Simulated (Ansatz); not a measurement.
# Is LiTa2 in the C11b ordering a stable metal?

The plan: relax LiTa2 in the C11b ordering, check its phonons, and, if the lattice is stable, compute its Eliashberg function and ρ(T).

Program: Ansatz 0.2.0. Level of theory: DFT PBE, scalar-relativistic, plane waves, PAW. Results are calculated unless marked as measured.

The structure was built from a prototype and need not be the compound's stable phase.

## Step 1: Starting point

Symmetry: I4/mmm, No. 139, tetragonal system. Conventional cell: a = 3.372 Å, b = 3.372 Å, c = 10.116 Å, α = 90.00°, β = 90.00°, γ = 90.00°. Li has 8 Ta at 2.92 Å nearest. Ta has 4 Li at 2.92 Å and 4 Ta at 2.92 Å nearest. Farther neighbours are not listed.

## Step 2: Rough relaxation

Large forces or a large pressure at the start call for a first relaxation with loose thresholds.

Input file input.yaml:

```yaml
crystal:
  lattice:
    - [3.37215, 0.0, 0.0]
    - [0.0, 3.37215, 0.0]
    - [1.68607, 1.68607, 5.05822]
  atoms:
    - { symbol: Li, position: [0.0, 0.0, 0.0] }
    - { symbol: Ta, position: [0.66666667, 0.66666667, 0.66666667] }
    - { symbol: Ta, position: [0.33333333, 0.33333333, 0.33333333] }
kpoints:
  mp_grid: { grid: [6, 6, 6] }
hamiltonian:
  xc: pbe
scf:
  occupations: { method: gaussian, width: 0.1 }
output:
  forces: true
  stress: true
  eigenvalues: true
relax:
  adjacent_minimum: "off"
  f_tol: 0.05
  max_steps: 80
  cell: { stress_tol: 0.5 }
```

Command:

```bash
$ ansatz run input.yaml --threads 4 --pin off --max-ram 8192MiB --backend cpu --events-out ev --progress --plain --runs-dir out
```

Numbers of over 12 decimals in the logs are rounded to 6 here.

The log of the run:

```text
The last accepted step is kept in <dir> (removed where the run ends without a failure and the disk answers)
Engine: ansatz 0.2.0, aarch64-unknown-linux-gnu
Pseudopotentials: kind: paw
Pseudopotential: Li, paw, valence charge 3, recommended cutoff 420 eV (normal), Li.paw.azcp
Pseudopotential: Ta, paw, valence charge 13, recommended cutoff 420 eV (normal), Ta.paw.azcp
Functional definition: PBE
  parameter kappa = 0.804
  parameter beta = 0.066725
  exchange = pbe_x(kappa = kappa, mu = beta*pi^2/3)
  correlation = pbe_c(beta = beta)
Crystal: 3 atoms, lattice volume = 57.519 Å³
Basis set: ecut = 420 eV, 1109 PW (Γ), exchange–correlation on 48×48×80 points (8 copies of the dense FFT grid, shifted against one another)
Bands: 19, of which v1, the nominal top of the filled ones, is band 15 counted from 1 (14 counted from 0)
Symmetry: 16 space group operations
Space group: I4/mmm (ITA 139), of the structure as read, at distance tolerance 3.9e-5 Å
k-points: 30 of 216
Non-local potential: Li, projectors of the file, l = 0: 3, l = 1: 2, l = 2: 1
Non-local potential: Ta, projectors of the file, l = 0: 3, l = 1: 2, l = 2: 2, l = 3: 1
PAW form: soft (Blöchl's): semilocal exchange-correlation on the pseudo side does not see the compensation charge
PAW one-centre angular grid: Li, 110 points (default); XC on 64 Gauss nodes
PAW one-centre angular grid: Ta, 590 points (default); XC on 64 Gauss nodes
Initial density: superposition of atomic densities (neutral atoms: chi_scale 0, normalization atom), corrected by the library's trained network
Initial wavefunctions: pseudopotential atomic-orbital guess
Functional: x = pbe(κ = 0.804, μ = 0.219515), c = pbe(β = 0.066725)
SCF iter   1: F=—  HF=-20067.370548 eV  |F-HF|=—  |Δ(HF+E_count)|=         —  Δρ=6.02e-3  dr2=4.25e-2  ethr=1.77e-3  ⟨swp⟩=4.6  Hψ=2408  notcnv=0
preconditioner: auto → Kerker (q_TF=auto, 2.434 Å⁻¹)  [metal: Δε(μ)=0.003 eV  Ē_g=3.617 eV  σ=0.100 eV  W_gap=0.01  n_scr=10 (ndim 8)  ℏωp=16.2 eV  f_vac=0.000  D(μ)=3.84/eV (n_scr^D=32)]
SCF iter   2: F=—  HF=-20067.365547 eV  |F-HF|=—  |Δ(HF+E_count)|=   5.00e-3  Δρ=3.70e-3  dr2=1.64e-2  ethr=1.46e-4  ⟨swp⟩=1.0  Hψ=811  notcnv=0
SCF iter   3: F=—  HF=-20067.361973 eV  |F-HF|=—  |Δ(HF+E_count)|=   3.57e-3  Δρ=5.75e-4  dr2=2.21e-4  ethr=5.66e-5  ⟨swp⟩=2.0  Hψ=721  notcnv=0
SCF iter   4: F=—  HF=-20067.361922 eV  |F-HF|=—  |Δ(HF+E_count)|=   5.06e-5  Δρ=1.21e-4  dr2=1.11e-5  ethr=7.62e-7  ⟨swp⟩=2.5  Hψ=884  notcnv=0
SCF iter   5: F=—  HF=-20067.361910 eV  |F-HF|=—  |Δ(HF+E_count)|=   1.22e-5  Δρ=3.25e-5  dr2=7.82e-7  ethr=3.83e-8  ⟨swp⟩=2.6  Hψ=909  notcnv=0
SCF iter   6: F=-20067.361910 eV  HF=-20067.361910 eV  |F-HF|=1.34e-8  |Δ(HF+E_count)|=   1.30e-7  Δρ=7.96e-6  dr2=4.60e-8  ethr=3.45e-10  ⟨swp⟩=5.4  Hψ=2434  notcnv=0
SCF 1 converged in 6 iterations: F = -20067.361910 eV  dr2 = 4.60e-8
  greatest PAW one-centre occupation: 1.000 electrons in one spin orbital (limit 2), on the Li atom at site 0 (counted from 0), in its partial waves of l = 0
relax step   1: F+E_penalty+E_count = -20067.36190994 eV  Δ(F+E_penalty+E_count) = +0.000e0 eV  max|allowed force component| = 8.733e-1 eV/Å  Δτ_max = 0.0000 Å  P = -12.845 GPa  Ω = 57.519 Å³  (6 SCF iters, dr2 threshold 1.00e-7 eV, accepted)
Crystal: 3 atoms, lattice volume = 51.771 Å³
Basis set: ecut = 420 eV, 1005 PW (Γ), exchange–correlation on 48×48×80 points (8 copies of the dense FFT grid, shifted against one another)
Initial density: handed on by an earlier stage of this run
Initial wavefunctions: those handed on with the density
iter 1 solved again at ethr=1.09e-3 eV; its pass at ethr=3.10e-3 eV (dr2=3.15e-1 eV) is discarded
SCF iter   1: F=—  HF=-20067.762975 eV  |F-HF|=—  |Δ(HF+E_count)|=         —  Δρ=1.33e-2  dr2=3.15e-1  ethr=1.09e-3  ⟨swp⟩=1.0  Hψ=3362  notcnv=0
preconditioner: auto → Kerker (q_TF=auto, 2.477 Å⁻¹)  [metal: Δε(μ)=0.036 eV  Ē_g=4.158 eV  σ=0.100 eV  W_gap=0.20  n_scr=10 (ndim 8)  ℏωp=17.1 eV  f_vac=0.000  D(μ)=3.18/eV (n_scr^D=32)]
SCF iter   2: F=—  HF=-20067.720325 eV  |F-HF|=—  |Δ(HF+E_count)|=   4.26e-2  Δρ=7.50e-3  dr2=1.12e-1  ethr=1.09e-3  ⟨swp⟩=1.0  Hψ=571  notcnv=0
SCF iter   3: F=—  HF=-20067.696335 eV  |F-HF|=—  |Δ(HF+E_count)|=   2.40e-2  Δρ=1.18e-3  dr2=9.23e-4  ethr=3.85e-4  ⟨swp⟩=2.0  Hψ=838  notcnv=0
SCF iter   4: F=—  HF=-20067.696172 eV  |F-HF|=—  |Δ(HF+E_count)|=   1.62e-4  Δρ=2.79e-4  dr2=5.22e-5  ethr=3.18e-6  ⟨swp⟩=2.2  Hψ=870  notcnv=0
SCF iter   5: F=—  HF=-20067.696162 eV  |F-HF|=—  |Δ(HF+E_count)|=   1.01e-5  Δρ=5.49e-5  dr2=1.64e-6  ethr=1.80e-7  ⟨swp⟩=2.4  Hψ=870  notcnv=0
SCF iter   6: F=-20067.696162 eV  HF=-20067.696162 eV  |F-HF|=1.56e-8  |Δ(HF+E_count)|=   1.46e-7  Δρ=1.25e-5  dr2=8.97e-8  ethr=1.03e-9  ⟨swp⟩=5.9  Hψ=2473  notcnv=0
SCF 2 converged in 6 iterations: F = -20067.696162 eV  dr2 = 8.97e-8
relax step   2: F+E_penalty+E_count = -20067.69616211 eV  Δ(F+E_penalty+E_count) = -3.343e-1 eV  max|allowed force component| = 5.462e-1 eV/Å  Δτ_max = 0.0759 Å  P = +0.946 GPa  Ω = 51.771 Å³  energy of the carried Pulay correction = +1.232e-3 eV  (6 SCF iters, dr2 threshold 3.00e-7 eV, accepted)
Crystal: 3 atoms, lattice volume = 51.012 Å³
Basis set: ecut = 420 eV, 1003 PW (Γ), exchange–correlation on 48×48×80 points (8 copies of the dense FFT grid, shifted against one another)
iter 1 solved again at ethr=1.38e-4 eV; its pass at ethr=3.10e-3 eV (dr2=4.01e-2 eV) is discarded
SCF iter   1: F=—  HF=-20067.844950 eV  |F-HF|=—  |Δ(HF+E_count)|=         —  Δρ=5.70e-3  dr2=4.04e-2  ethr=1.38e-4  ⟨swp⟩=1.0  Hψ=3741  notcnv=0
preconditioner: auto → Kerker (q_TF=auto, 2.483 Å⁻¹)  [metal: Δε(μ)=0.007 eV  Ē_g=4.142 eV  σ=0.100 eV  W_gap=0.04  n_scr=10 (ndim 8)  ℏωp=17.2 eV  f_vac=0.000  D(μ)=2.77/eV (n_scr^D=32)]
SCF iter   2: F=—  HF=-20067.838482 eV  |F-HF|=—  |Δ(HF+E_count)|=   6.47e-3  Δρ=3.14e-3  dr2=1.32e-2  ethr=1.38e-4  ⟨swp⟩=1.0  Hψ=570  notcnv=0
SCF iter   3: F=—  HF=-20067.835394 eV  |F-HF|=—  |Δ(HF+E_count)|=   3.09e-3  Δρ=3.61e-4  dr2=9.79e-5  ethr=4.57e-5  ⟨swp⟩=2.0  Hψ=717  notcnv=0
SCF iter   4: F=—  HF=-20067.835365 eV  |F-HF|=—  |Δ(HF+E_count)|=   2.92e-5  Δρ=7.09e-5  dr2=3.11e-6  ethr=3.38e-7  ⟨swp⟩=2.2  Hψ=896  notcnv=0
SCF iter   5: F=—  HF=-20067.835364 eV  |F-HF|=—  |Δ(HF+E_count)|=   9.18e-7  Δρ=2.15e-5  dr2=3.36e-7  ethr=1.07e-8  ⟨swp⟩=2.3  Hψ=870  notcnv=0
SCF iter   6: F=-20067.835364 eV  HF=-20067.835364 eV  |F-HF|=1.08e-8  |Δ(HF+E_count)|=   8.84e-8  Δρ=5.99e-6  dr2=2.63e-8  ethr=1.03e-9  ⟨swp⟩=5.1  Hψ=2315  notcnv=0
the search or the solves at the SCF's close seem to have found levels that the self-consistency loop had missed (the run counts 1). By its estimate they hold under 1e-12 electrons; where the run keeps them, the occupations were computed again with them
SCF 3 converged in 6 iterations: F = -20067.835364 eV  dr2 = 2.63e-8
relax step   3: F+E_penalty+E_count = -20067.83536421 eV  Δ(F+E_penalty+E_count) = -1.392e-1 eV  max|allowed force component| = 2.477e-1 eV/Å  Δτ_max = 0.0443 Å  P = -0.975 GPa  Ω = 51.012 Å³  energy of the carried Pulay correction = +1.405e-3 eV  (6 SCF iters, dr2 threshold 3.00e-7 eV, accepted)
[...]
relax step   4: F+E_penalty+E_count = -20067.86614051 eV  Δ(F+E_penalty+E_count) = -3.078e-2 eV  max|allowed force component| = 1.161e-1 eV/Å  Δτ_max = 0.0582 Å  P = +1.948 GPa  Ω = 48.806 Å³  energy of the carried Pulay correction = +1.920e-3 eV  (6 SCF iters, dr2 threshold 3.00e-7 eV, accepted)
[...]
relax step   5: F+E_penalty+E_count = -20067.87412773 eV  Δ(F+E_penalty+E_count) = -7.987e-3 eV  max|allowed force component| = 9.491e-3 eV/Å  Δτ_max = 0.0144 Å  P = +0.139 GPa  Ω = 49.660 Å³  energy of the carried Pulay correction = +1.718e-3 eV  (6 SCF iters, dr2 threshold 3.00e-7 eV, accepted)
Basis set: ecut = 420 eV, 987 PW (Γ), exchange–correlation on 48×48×72 points (8 copies of the dense FFT grid, shifted against one another)
Initial wavefunctions: pseudopotential atomic-orbital guess (no wavefunctions were taken with the density)
iter 1 solved again at ethr=3.71e-8 eV; its pass at ethr=3.10e-3 eV (dr2=1.08e-5 eV) is discarded
SCF iter   1: F=—  HF=-20067.873436 eV  |F-HF|=—  |Δ(HF+E_count)|=         —  Δρ=9.52e-5  dr2=4.75e-7  ethr=3.71e-8  ⟨swp⟩=4.2  Hψ=4166  notcnv=0
preconditioner: auto → Kerker (q_TF=auto, 2.494 Å⁻¹)  [metal: Δε(μ)=0.008 eV  Ē_g=4.194 eV  σ=0.100 eV  W_gap=0.04  n_scr=10 (ndim 8)  ℏωp=17.5 eV  f_vac=0.000  D(μ)=2.87/eV (n_scr^D=32)]
SCF iter   2: F=—  HF=-20067.873429 eV  |F-HF|=—  |Δ(HF+E_count)|=   6.61e-6  Δρ=5.04e-5  dr2=1.36e-7  ethr=1.64e-9  ⟨swp⟩=2.2  Hψ=934  notcnv=0
iter 3 did not close the SCF: its close was put off for the readings that it lacked (scf_convergence_deferred on its scf_iter line)
SCF iter   3: F=-20067.873430 eV  HF=-20067.873430 eV  |F-HF|=1.13e-10  |Δ(HF+E_count)|=   3.88e-7  Δρ=2.05e-6  dr2=9.28e-10  ethr=4.69e-10  ⟨swp⟩=2.0  Hψ=938  notcnv=0
iter 4 did not close the SCF: its close was put off for the readings that it lacked (scf_convergence_deferred on its scf_iter line)
SCF iter   4: F=-20067.873430 eV  HF=-20067.873430 eV  |F-HF|=7.28e-12  |Δ(HF+E_count)|=  2.73e-10  Δρ=3.20e-7  dr2=4.55e-11  ethr=3.20e-12  ⟨swp⟩=2.0  Hψ=937  notcnv=0
iter 5 did not close the SCF: its close was put off for the readings that it lacked (scf_convergence_deferred on its scf_iter line)
SCF iter   5: F=-20067.873430 eV  HF=-20067.873430 eV  |F-HF|=7.28e-12  |Δ(HF+E_count)|=  1.46e-11  Δρ=6.89e-8  dr2=2.21e-12  ethr=1.00e-12  ⟨swp⟩=1.0  Hψ=570  notcnv=0
iter 6 did not close the SCF: its close was put off for the readings that it lacked (scf_convergence_deferred on its scf_iter line)
SCF iter   6: F=-20067.873430 eV  HF=-20067.873430 eV  |F-HF|=7.28e-12  |Δ(HF+E_count)|=  7.28e-12  Δρ=1.31e-8  dr2=6.92e-14  ethr=1.00e-12  ⟨swp⟩=1.0  Hψ=570  notcnv=0
SCF iter   7: F=-20067.873430 eV  HF=-20067.873430 eV  |F-HF|=3.64e-12  |Δ(HF+E_count)|=  3.64e-12  Δρ=3.07e-9  dr2=4.90e-15  ethr=1.00e-12  ⟨swp⟩=1.0  Hψ=1260  notcnv=0
SCF 6 converged in 7 iterations: F = -20067.873430 eV  dr2 = 4.90e-15
relax step   6: F+E_penalty+E_count = -20067.87342950 eV  Δ(F+E_penalty+E_count) = +6.982e-4 eV  max|allowed force component| = 9.398e-3 eV/Å  Δτ_max = 0.0000 Å  P = +0.121 GPa  Ω = 49.660 Å³  stress off target by 3.06e-1 GPa  SCF on the basis re-selected at this cell (its energy is not comparable with the rows above)  (7 SCF iters)
basis re-selected at this cell: Δ(F+E_penalty+E_count) = +6.982e-4 eV, ΔP = -0.018 GPa vs the last step (what re-selecting the basis moved, of the pressure what is left beyond the Pulay correction that the steps carried, after the strain that the cell walked since its last selection, with what the two solves' SCF thresholds leave and, on support functions, any second-order correction that the steps lacked; it is no measure of the basis error at this ecutwfc). The dense FFT grid was sized anew with the basis: this SCF ran on 24×24×36 points, the steps before it on 24×24×40, so part of this shift can come from that change (see relax.cell in the input reference). [rest of the remark cut]
SCF converged after 7 iterations
Free energy (F): -20067.873430 eV
Harris-Foulkes:  -20067.873430 eV  (|F-HF|=3.64e-12)
Internal energy: -20067.859101 eV  (E = F + TS)
E sigma→0 (E₀):  -20067.866265 eV
Entropy (-TS):   -0.014328 eV (-4.776 meV/atom)
Fermi energy:    14.097418 eV
--- Per-component energies (eV) ---
  E_band       = -376.780849
  E_kinetic    = 752.115457
  E_local      = -1524.705067  (includes V_loc(G=0)·N_el)
  E_nonlocal   = -2.775302
  E_hartree    = 528.234157
  E_xc         = -446.310804
  E_vxc        = -420.189940  (∫ρ·V_xc dr)
  E_paw        = -16813.848456  (= ΣΔE_a)
  E_vpaw       = -237.694603  (= ΣTr[D̂ρ^β])
  E_aug_tail   = 0.000291  (compensation charges beyond the density's cutoff)
  E_ewald      = -2560.569377
  E_smearing   = -0.014328  (= −TS)
  E_closure    = 0.000000  (closes the sum)
  Σ components = -20067.873430   (vs F -20067.873430, Δ=0.00e0)
--- Forces (eV/Å), atoms counted from 1 ---
  atom   1  Li    -0.00000000     0.00000000     0.00000000
  atom   2  Ta     0.00000000     0.00000000    -0.00939822
  atom   3  Ta    -0.00000000    -0.00000000     0.00939822
  max |Σ_I F_I| component: 1.73e-18 eV/Å
--- Stress (GPa, compression-positive) ---
        0.027830       0.000000      -0.000000
        0.000000       0.027830      -0.000000
       -0.000000      -0.000000       0.306330
  P = ⅓ Tr σ = 0.1207 GPa (1.207 kbar)
--- Band table (eV; the first three rows and the last of 30) ---
  k-point 0: bands = [... 11 lower, 11.5768, 14.0922, 15.1331, 15.1592, 15.4436, 15.4436, 15.7492, 15.7492]
  k-point 1: bands = [... 11 lower, 11.4550, 13.6506, 14.9415, 14.9415, 15.2063, 15.4228, 16.4693, 16.4693]
  k-point 2: bands = [... 11 lower, 11.2460, 12.6771, 14.5454, 14.5454, 15.3067, 16.0067, 17.4973, 17.4973]
  k-point 29: bands = [... 11 lower, 12.2689, 12.3839, 13.7239, 14.2931, 15.1650, 17.6282, 18.5145, 18.5574]
--- Relaxed structure (5 steps of the walk, 5 accepted, 1 SCFs on fresh bases) ---
  F+E_penalty+E_count = -20067.87342950 eV   max|allowed force component| = 9.398e-3 eV/Å   (the final SCF, on the basis selected at the relaxed cell)
  cell:  # Å, volume = 49.6601 Å³
    - [3.372236, -4.118817505938274e-13, 1.666710829143578e-6]
    - [-4.118817506129005e-13, 3.372236, 1.666710829182169e-6]
    - [1.686116, 1.686116, 4.366888]
  atoms:
    - { symbol: Li, position: [0, 0, 0] }
    - { symbol: Ta, position: [0.665464, 0.665464, 0.669073] }
    - { symbol: Ta, position: [0.334536, 0.334536, 0.330927] }
```

It took 3.2 s on 4 threads of Arm Neoverse V2, shared host; peak memory 0.35 GiB; 11 s of CPU time.

Step by step:

| step | energy less that of the first step (eV) | largest force component (eV/Å) | pressure (GPa) | volume (Å³) |
| --- | --- | --- | --- | --- |
| 1 | 0.0000 | 0.8733 | -12.85 | 57.52 |
| 2 | -0.3343 | 0.5462 | 0.95 | 51.77 |
| 3 | -0.4735 | 0.2477 | -0.98 | 51.01 |
| 4 | -0.5042 | 0.1161 | 1.95 | 48.81 |
| 5 | -0.5122 | 0.0095 | 0.14 | 49.66 |
| 6* | -0.5115 | 0.0094 | 0.12 | 49.66 |

Relaxation steps marked * repeat the geometry before them on a plane-wave basis chosen anew for their cell, so energy and pressure can jump there.

The run keeps the 16 symmetry operations that it works with, so distortions that break them were not tested.

| cell as run | before | after | change |
| --- | --- | --- | --- |
| a (Å) | 3.372 | 3.372 | +0.0 % |
| b (Å) | 3.372 | 3.372 | +0.0 % |
| c (Å) | 5.592 | 4.976 | -11.0 % |
| α (°) | 72.45 | 70.19 | -3.1 % |
| β (°) | 72.45 | 70.19 | -3.1 % |
| volume (Å³/atom) | 19.17 | 16.55 | -13.7 % |

The atoms that moved most (Å, as changes of fractional coordinates times the final cell):

| atom | dx | dy | dz | length |
| --- | --- | --- | --- | --- |
| Ta2 | 0.000 | 0.000 | 0.011 | 0.011 |
| Ta3 | 0.000 | 0.000 | -0.011 | 0.011 |

The relaxed structure:

```cif
data_structure
_symmetry_space_group_name_H-M 'P 1'
_symmetry_Int_Tables_number 1
_cell_length_a 3.3722
_cell_length_b 3.3722
_cell_length_c 4.9755
_cell_angle_alpha 70.191
_cell_angle_beta 70.191
_cell_angle_gamma 90.000
_cell_volume 49.66
loop_
_atom_site_label
_atom_site_type_symbol
_atom_site_fract_x
_atom_site_fract_y
_atom_site_fract_z
_atom_site_occupancy
Li1 Li 0.00000 0.00000 0.00000 1
Ta2 Ta 0.66546 0.66546 0.66907 1
Ta3 Ta 0.33454 0.33454 0.33093 1
```

This step gave:

```yaml
pressure: 0.1207 GPa
volume_per_atom: 16.55 Å³
metallic_on_mesh: yes
gap_on_the_k_mesh: 0 eV
```

The largest force is now 0.0094 eV/Å and the largest stress component 0.31 GPa.

[end of part 1 of 3]

[Logs are printed without paths, hosts, clocks, repeated set-up lines and the standing remarks that a program may print on its own settings, such as how far it seeks lower states.]

[Hosts, paths, dates, database ids (printed as entryN), source tags and the programs' standing remarks are cut or masked in the printed files.]
